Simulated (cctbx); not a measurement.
# What resolution and counting buy: Zr3Ti2

Space group P4/mbm (no. 127), a = 7.1470 Å, b = 7.1470 Å, c = 3.5450 Å, α = 90.00°, β = 90.00°, γ = 90.00°.

```csv
atom,mult.,x,y,z,Ueq (Å²)
Zr1,4,0.8424,0.6576,1/2,0.0042
Zr2,2,0,0,0,0.0035
Ti1,4,0.3678,0.1322,0,0.0041
```

The model is made up (kin elements in a known structure type, no relaxation), so it says nothing on whether the phase exists.

Five simulated data sets (cctbx; Mo Kα, λ = 0.71073 Å; 3 % proportional error) differ in resolution or exposure (noise floor 8 counts in the first three, 8 in the last two). Each is refined with the right model, isotropic at 1.1 Å and anisotropic otherwise. How do the figures of merit and the uncertainties move?

```
d min (Å)  top counts  ⟨I/σ⟩ (unmerged, absences included)  unique  param. (scale apart)   Rint      R1  GooF  largest s.u. xyz (fractional)  s.u. U of Ti1 (Å²)  largest error (Å)
      1.1        5000                                 11.2      53                     5  0.038  0.0117  1.02                        0.00019              0.0006             0.0008
     0.84        5000                                  9.9     107                    10  0.048  0.0126  0.92                        0.00011              0.0004             0.0019
      0.6        5000                                  7.6     269                    10  0.061  0.0176  0.94                        0.00007              0.0002             0.0010
     0.75         300                                  1.5     148                    10  0.342  0.0516  0.86                        0.00058              0.0018             0.0045
     0.75        3000                                  7.0     148                    10  0.066  0.0164  0.86                        0.00011              0.0004             0.0007
```

The number of reflections grows roughly as 1/d³: 53, 107 and 269 here. R1 follows the noise rather than the truth: at 300 counts it is 0.0516, at 3000 counts 0.0164, while GooF is 0.86 and 0.86: the weights 1/σ² carry the noise. The s.u. of U (U11 where anisotropic) for Ti1 goes 0.0006, 0.0004, 0.0002 Å² with resolution and 0.0018, 0.0004 Å² with exposure.

Hardware for the 0.6 Å refinement: 0.34 s on 1 thread of Intel(R) Xeon(R) CPU @ 2.60GHz (Ice Lake), with other jobs on the host, peak memory 0.09 GiB.

[Logs are printed without paths, hosts, clocks, repeated set-up lines and the standing remarks that a program may print on its own settings, such as how far it seeks lower states.]
